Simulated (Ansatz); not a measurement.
# Heat carried by phonons in CeO2 (Fm-3m), part 2 of 3

Aim: the lattice thermal conductivity of CeO2 against temperature, and which phonons carry it.

What experiment has found for this phase:
- thermal conductivity 10.8 W/m/K near room temperature (given in “Predicting the lattice thermal conductivity of solids by solving the Boltzmann transport equation: AFLOW - AAPL an automated, accurate and efficient framework”, 2017, arXiv:1611.05481)

Ansatz 0.2.0; DFT r2SCAN, scalar-relativistic, plane waves, PAW.

So far. Step 2 (Probe on a coarse mesh): The start is under 3.3 GPa at this level and looks like an insulator or semiconductor on this mesh. Step 4 (Relaxing to small residual forces and stress): The residual pressure is -0.0060 GPa, small enough for phonons. The relaxed cell has a = 5.437 Å (conventional setting).

## Step 5: Anharmonic force constants and conductivity

The supercell must be wider than twice the pair cutoff, and the number of displaced cells grows with the pairs inside it, which is where the cost lies.

Input file input.yaml:

```yaml
crystal:
  lattice:
    - [0.0, 2.7187077437, 2.7187077437]
    - [2.7187077437, 0.0, 2.7187077437]
    - [2.7187077437, 2.7187077437, 0.0]
  atoms:
    - { symbol: Ce, position: [0.0, 0.0, 0.0] }
    - { symbol: O, position: [0.25, 0.25, 0.25] }
    - { symbol: O, position: [0.75, 0.75, 0.75] }
kpoints:
  mp_grid: { grid: [6, 6, 6] }
hamiltonian:
  xc: r2scan
scf:
  occupations: { method: fixed }
output:
  eigenvalues: true
phonons:
  method: fd
  dielectric: true
  qmesh: [6, 6, 6]
  temperatures: { t_max: 1000, t_step: 50 }
  qpath:
    path:
      - [[0.0, 0.0, 0.0], [0.5, 0.0, 0.5], [0.5, 0.25, 0.75], [0.375, 0.375, 0.75], [0.0, 0.0, 0.0], [0.5, 0.5, 0.5], [0.625, 0.25, 0.625], [0.5, 0.25, 0.75], [0.5, 0.5, 0.5], [0.375, 0.375, 0.75]]
      - [[0.625, 0.25, 0.625], [0.5, 0.0, 0.5]]
    npoints: 10
  third_order: { supercell: [3, 3, 3], pair_cutoff: 4.608 }
  lattice_thermal_conductivity:
    qmesh: [19, 19, 19]
    temperatures: [100.0, 150.0, 200.0, 300.0, 400.0, 500.0, 600.0, 800.0]
    isotope_mass_variance:
      - { species: Ce, variance: 2.25e-05 }
      - { species: O, variance: 3.359e-05 }
    solution: relaxation_time
```

On the command line:

```bash
ansatz run input.yaml --threads 18 --pin off --max-ram 92160MiB --backend cuda --events-out ev --progress --plain --runs-dir out
```

Numbers of over 12 decimals in the logs are rounded to 6 here.

The log of the run:

```text
Warning: phonons: the dynamical matrix that this run interpolates holds no multipole term above the dipole-dipole one, and a site of this crystal is no centre of inversion, so its interpolated transverse optical and acoustic branches and sound speeds can stay off near Gamma, and the density of states and the thermodynamics with them. What a run solves at a wave vector of phonons.qpoints, Gamma apart, where the deck admits one, is free of this, and under fd what a larger phonons.supercell samples
Warning: phonons.dielectric: true without phonons.rigid_motions: the static dielectric tensor ε⁰ will be withheld (ε∞, Z* and the rows of modes are given); for a crystal or a slab, whose only rigid motions are the translations, set phonons.rigid_motions: translations
[...]
Crystal: 18 atoms, lattice volume = 241.140 Å³
Basis set: ecut = 500 eV, 6049 PW (Γ), FFT grids on a1, −a1+a2+a3, −a1+a3, exchange–correlation on 180×432×300 points (216 copies of the dense FFT grid, shifted against one another)
Bands: 90, of which v1, the nominal top of the filled ones, is band 72 counted from 1 (71 counted from 0)
Symmetry: 24 space group operations
k-points: 16 of 36
[...]
SCF iter   1: F=—  HF=-46396.914349 eV  |F-HF|=—  |Δ(HF+E_count)|=         —  Δρ=1.07e-7  dr2=2.38e-11  dr2_τ=1.12e-11  ethr=1.00e-12  ⟨swp⟩=3.0  Hψ=3787  notcnv=0
[...]
SCF iter   2: F=-46396.914349 eV  HF=-46396.914349 eV  |F-HF|=2.91e-11  |Δ(HF+E_count)|=  7.28e-12  Δρ=8.39e-8  dr2=1.84e-11  dr2_τ=1.48e-12  ethr=1.00e-12  ⟨swp⟩=5.2  Hψ=5098  notcnv=0
SCF 1 converged in 2 iterations: F = -46396.914349 eV  dr2 = 1.84e-11
[...]
SCF iter   2: F=-46396.914349 eV  HF=-46396.914349 eV  |F-HF|=2.91e-11  |Δ(HF+E_count)|=  5.82e-11  Δρ=1.26e-7  dr2=4.04e-11  dr2_τ=3.31e-12  ethr=1.00e-12  ⟨swp⟩=5.8  Hψ=5847  notcnv=0
SCF 2 converged in 2 iterations: F = -46396.914349 eV  dr2 = 4.04e-11
[...]
Crystal: 3 atoms, lattice volume = 40.190 Å³
Basis set: ecut = 500 eV, 965 PW (Γ), exchange–correlation on 120×120×120 points (64 copies of the dense FFT grid, shifted against one another)
Bands: 16, of which v1, the nominal top of the filled ones, is band 12 counted from 1 (11 counted from 0)
Symmetry: 48 space group operations
k-points: 30 of 216 (irreducible under 8 space group operations, time reversal used)
[...]
SCF 3 converged in 3 iterations: F = -7732.819054 eV  dr2 = 5.04e-11
[...]
symmetry images taken by strict's conditions (phonons.symmetry_images: auto; settled by no image being taken that strict refuses)
  supercell 10 (6 cells, vectors [1, 0, 0], [0, 1, 0], [0, 0, 6] in multiples of the cell's): 3 displaced members by 0.0025 Å; free energy -46396.914349 eV; taken off its force constants: by the sum rule 3.1e-4, by the symmetrisation 1.5e-4 eV/Å²; Γ matrix within 1.1e-4 eV/Å² of supercell 1's
[...]
q = [0.0000, 0.0000, 0.0000] (star 1, supercell 1; hermiticity 2.84e-17, symmetrization 5.15e-6): 0.00 0.00 0.00 267.28 267.28 267.28 435.53 435.53 435.53
[...]
joined force constants: q→R imaginary residual 1.10e-18
  density of states and harmonic sums: on the 24×24×24 q-mesh, interpolated from the force constants of a 6×6×6 supercell (with the dipole–dipole term)
  largest difference from the sums on the solved wave vectors: F 3.77e-3 eV, S 4.96e-6 and C_V 1.16e-6 eV/K
  zero-point energy: 0.165892 eV/cell   skipped modes (ω ≤ 0): 3   left out of the sums: 2.41e-5 of the cell's modes: C_V's classical limit lies that fraction below 3 k_B per atom; for a crystal, a wire or a layer, F and S can be off by more, and a phonons.interpolated_qmesh denser along its periods is the remedy for the sampling
--- Third-order force constants: 105 member SCFs in a 3×3×3 supercell (pair cutoff 4.608 Å, amplitude 0.03 Å, SCF threshold 1.00e-9 eV, Σ member SCF iterations 1297) ---
[...]
sum-rule residual: 8.444e-1 → 2.148e-14 eV/Å³; symmetrization residual: 5.564e-3 eV/Å³; largest sum-rule correction relative to its orbit: 2.551e-1, on the orbit of the block of home site 0 with site 2 of cell (-2, -1, 0) and site 2 of cell (-2, -1, 0), whose norm before the correction was 1.075e0 eV/Å³
--- Lattice thermal conductivity: 19×19×19 mesh (220 irreducible points), tetrahedron method ---
  three-phonon and isotope scattering only; four-phonon, boundary and, in a metal, phonon-electron scattering are left out
  each conductivity is what the modes' populations carry and what the coherences between them add
  conductivity (a third of the tensor's trace), W/(m K), in the relaxation-time approximation:
       T (K)   relaxation time
      100.00           42.6840
      150.00           25.5347
      200.00           18.7659
      300.00           12.5465
      400.00            9.5354
      500.00            7.7430
      600.00            6.5510
      800.00            5.0621
```

The job ended after 6.5 min (1 × NVIDIA GB200 with 18 threads of Arm Neoverse V2, shared host; peak memory 2.2 GiB).

Numbers from this step:

| Item | Value |
| --- | --- |
| lowest frequency on the path | 0 cm⁻¹ |
| zero-point energy | 0.1659 eV/cell |
| point group | m-3m |
| highest frequency | 581.8 cm⁻¹ |
| Debye temperature from the second moment | 613 K |
| κ at 300 K (relaxation time) | 12.55 W/m/K |
| dipole term | run |
| mean free path at half of κ | 7.56 nm |
| share of κ above the three lowest branches | 0.354 |
| third-order blocks | 2139 |
| periodic aliases dropped | 324 |
| largest relative sum-rule correction | 0.2551 |
| displaced cells, third order | 105 |

LO-TO term included. The phonon branches at the labelled points (cm⁻¹):

```
    point  branch 1  branch 2  branch 3  branch 4  branch 5  branch 6  branch 7  branch 8  branch 9
        Γ         0         0         0       267       267       436       436       436       542
  halfway        82        82       191       244       244       330       440       440       561
        X       130       130       155       219       219       260       442       442       582
  halfway       130       151       165       211       228       282       421       455       574
        W       131       184       194       194       194       360       360       469       565
  halfway       129       174       177       202       227       319       397       462       566
        K       126       166       173       208       265       278       420       449       566
  halfway       101       103       169       238       324       380       384       445       539
        Γ         0         0         0       267       267       436       436       436       542
  halfway        87        87       147       287       287       413       415       415       533
        L       115       115       205       336       336       371       371       406       513
  halfway       119       151       196       255       307       324       394       441       541
        U       126       166       173       208       265       278       420       449       566
  halfway       129       174       177       202       227       319       397       462       566
        W       131       184       194       194       194       360       360       469       565
  halfway       121       160       194       248       269       357       372       451       545
        L       115       115       205       336       336       371       371       406       513
  halfway       119       151       196       255       307       324       394       441       541
        K       126       166       173       208       265       278       420       449       566
jump to U       126       166       173       208       265       278       420       449       566
  halfway       129       142       160       219       232       262       436       444       578
        X       130       130       155       219       219       260       442       442       582
```

The phonon branches as a text plot (rows in cm⁻¹):

```
    570 |    **************                   *******        ****
    545 |****              ***********      **       *     **
    521 |                             ******          *****
    497 |
    473 |            ***                         ****
    448 | ***********   *********           *****    *     ******
    424 |**        *    **     ********    *   *      ** **  **
    400 |  *        *  *  *   *        **** *** *       * ***
    376 |   *        **    * *          ****     *  ******
    352 |            **    **              *      ****** *
    327 |    *         *   * *          *****    *     *****
    303 |           *   * *   *        *   **** *     **  ***
    279 |     *    *     **    ********      ***     *    * ***
    255 |***** ****     **    ****          *  *     *     *  ***
    230 |     *******  *    **                  *   *          **
    206 |     *   **********            ************* *********
    182 |    *       ********          *     *********      **
    158 |   *   *****   ** * **       *     ** *     *     ** ***
    133 |  *    *********** *        *     * *********** ** *****
    109 |      *           *** *       ******         ******
     85 | *  **               ***   ***
     61 |  **                  **   *
     36 |**                     ** *
     12 |*                       ***
         Γ       X    W  K        Γ      L     U  W     L   K|U X
```

Table of lattice thermal conductivity, RTA xx by temperature:

```
temperature (K)  lattice thermal conductivity, RTA xx (W/m/K)
            100                                          42.7
            150                                          25.5
            200                                          18.8
            300                                          12.6
            400                                          9.54
            500                                          7.74
            600                                          6.55
            800                                          5.06
```

The modes has structure finer than the step of the table below, so its rows give means over 20 cm⁻¹, whole bins alone (the curve runs from -10 to 609 cm⁻¹). Peaks (cm⁻¹: height): Ce 122.3: 0.0460, 196.3: 0.0250; O 266.4: 0.0192, 441.5: 0.0394, 542.8: 0.0231.

Phonopy on the run's constants, 19x19x19 mesh, Gaussian sigma 4.4 cm⁻¹. The modes by wavenumber; means over each step; values in 1/cm⁻¹/cell:

```
wavenumber (cm⁻¹)       Ce        O
                0   2.2e-5   5.4e-6
               20   3.0e-4   6.8e-5
               40  0.00120   2.5e-4
               60  0.00289   5.3e-4
               80  0.00607   8.9e-4
              100   0.0153  0.00129
              120   0.0397  0.00137
              140   0.0170  0.00101
              160   0.0127  0.00284
              180   0.0144  0.00726
              200   0.0195   0.0107
              220  0.00670   0.0148
              240  0.00322   0.0162
              260  0.00388   0.0178
              280  0.00201   0.0165
              300  0.00102   0.0152
              320   6.2e-4   0.0150
              340   4.2e-4   0.0139
              360   2.7e-4   0.0130
              380   1.0e-4   0.0157
              400   8.9e-5   0.0155
              420   2.2e-4   0.0200
              440   3.8e-4   0.0350
              460   1.7e-4   0.0163
              480   1.4e-6   5.1e-4
              500   5.7e-7   9.1e-5
              520   1.6e-4  0.00434
              540  0.00123   0.0192
              560   4.6e-4   0.0192
              580   4.5e-5  0.00523
```

Distinct triplets, nearest first. Third order norms, by row:

```
   sites  side 1 (Å)  side 2 (Å)  side 3 (Å)  norm of the 27 components (eV/Å³)
Ce-Ce-Ce           0           0           0                                  0
   O-O-O           0           0           0                              33.05
  Ce-O-O           0        2.35        2.35                               17.9
 Ce-O-Ce           0        2.35        2.35                              18.26
  Ce-O-O        2.35        2.35        2.72                              1.933
   O-O-O           0        2.72        2.72                              6.739
  Ce-O-O        2.35        2.35        3.84                              1.729
 Ce-O-Ce        2.35        2.35        3.84                              2.979
   O-O-O        2.72        2.72        3.84                              0.465
Ce-Ce-Ce           0        3.84        3.84                              7.371
Ce-Ce-Ce        3.84        3.84        3.84                              0.738
   O-O-O           0        3.84        3.84                              1.817
   O-O-O        3.84        3.84        3.84                              0.058
   O-O-O        3.84        3.84        3.84                              0.167
  Ce-O-O        2.35        2.72        4.51                              0.844
  Ce-O-O        2.35        3.84        4.51                              0.402
 Ce-O-Ce        2.35        3.84        4.51                              0.728
  Ce-O-O           0        4.51        4.51                              1.052
  Ce-O-O        3.84        4.51        4.51                              0.176
  Ce-O-O        3.84        4.51        4.51                              0.066
  Ce-O-O        2.72        4.51        4.51                              0.241
 Ce-O-Ce        3.84        4.51        4.51                               0.26
 Ce-O-Ce        3.84        4.51        4.51                              0.186
 Ce-O-Ce           0        4.51        4.51                              1.222
```

Born charge (rows field, columns displacement) (e), principal values of the symmetric part by kind of site:

```
atom  atoms with these values    low  middle   high   mean
 Ce1                        1   5.73    5.73   5.73   5.73
  O2                        2  -2.86   -2.86  -2.86  -2.86
```

In full for Ce1:

```
5.73 0.00 0.00
0.00 5.73 0.00
0.00 0.00 5.73
```

RTA, 300 K. Kappa by branch, by row:

```
branch (by rank)  mean frequency (THz)  mean rms speed (km/s)  median lifetime (ps)  share of kappa
               1                  3.32                   1.25                  4.05           0.151
               2                  3.97                    2.6                  2.96           0.277
               3                  5.52                   2.44                  1.43           0.218
               4                   7.2                   3.03                 0.897           0.083
               5                   8.3                   4.01                 0.842           0.118
               6                  9.98                   4.37                 0.622             0.1
               7                 12.11                   2.91                  0.61           0.043
               8                 13.33                   1.28                 0.582           0.007
               9                  16.5                   1.35                 0.252           0.003
```

The spectral kappa at 300 K, relaxation time (W/m/K/THz) by frequency; read off at these points:

frequency (THz), spectral kappa at 300 K, relaxation time (W/m/K/THz) and a bar:
```
     0.25       0.00 
     1.25       1.69 ##########################
     1.75       1.70 ##########################
     2.75       1.97 ##############################
     3.25       1.60 ########################
     4.25       1.34 ####################
     5.25       0.79 ############
     5.75       0.63 ##########
     6.75       0.60 #########
     7.75       0.97 ###############
     8.25       1.08 ################
     8.75       1.10 #################
     9.25       0.88 #############
     9.75       0.63 ##########
    10.75       0.31 #####
    11.75       0.39 ######
    12.25       0.27 ####
    13.25       0.09 #
    14.25       0.00 
    14.75       0.00 
    15.75       0.01 
    16.25       0.03 
    17.25       0.00
```

Relaxation-time solution. Table of share of κ carried by shorter paths by mean free path:

```
mean free path (nm)  100 K  300 K  800 K
              0.316      0  0.001  0.009
              0.464      0  0.002  0.021
              0.681      0  0.004  0.053
                  1      0   0.01  0.146
               1.47      0  0.023  0.333
               2.15      0  0.061  0.487
               3.16  0.001  0.156  0.588
               4.64  0.003  0.365   0.66
               6.81   0.01  0.469  0.719
                 10  0.027  0.576  0.773
               14.7  0.069  0.652  0.828
               21.5  0.141  0.705  0.856
               31.6  0.204  0.762  0.914
               46.4  0.334  0.823  0.935
               68.1  0.441  0.852  0.958
                100  0.521  0.905  0.971
                147  0.585  0.928      1
                215  0.654  0.953      1
                316  0.721  0.968      1
                464   0.78      1      1
                681  0.854      1      1
               1000   0.87      1      1
               1470  0.938      1      1
               2150  0.938      1      1
               3160      1      1      1
```

(Continued in part 3 of 3.)

[Logs are printed without paths, hosts, clocks, repeated set-up lines and the standing remarks that a program may print on its own settings, such as how far it seeks lower states.]

[Hosts, paths, dates, database ids (printed as entryN), source tags and the programs' standing remarks are cut or masked in the printed files.]

[A step with changed settings may run another functional than the one named; its input shows which.]
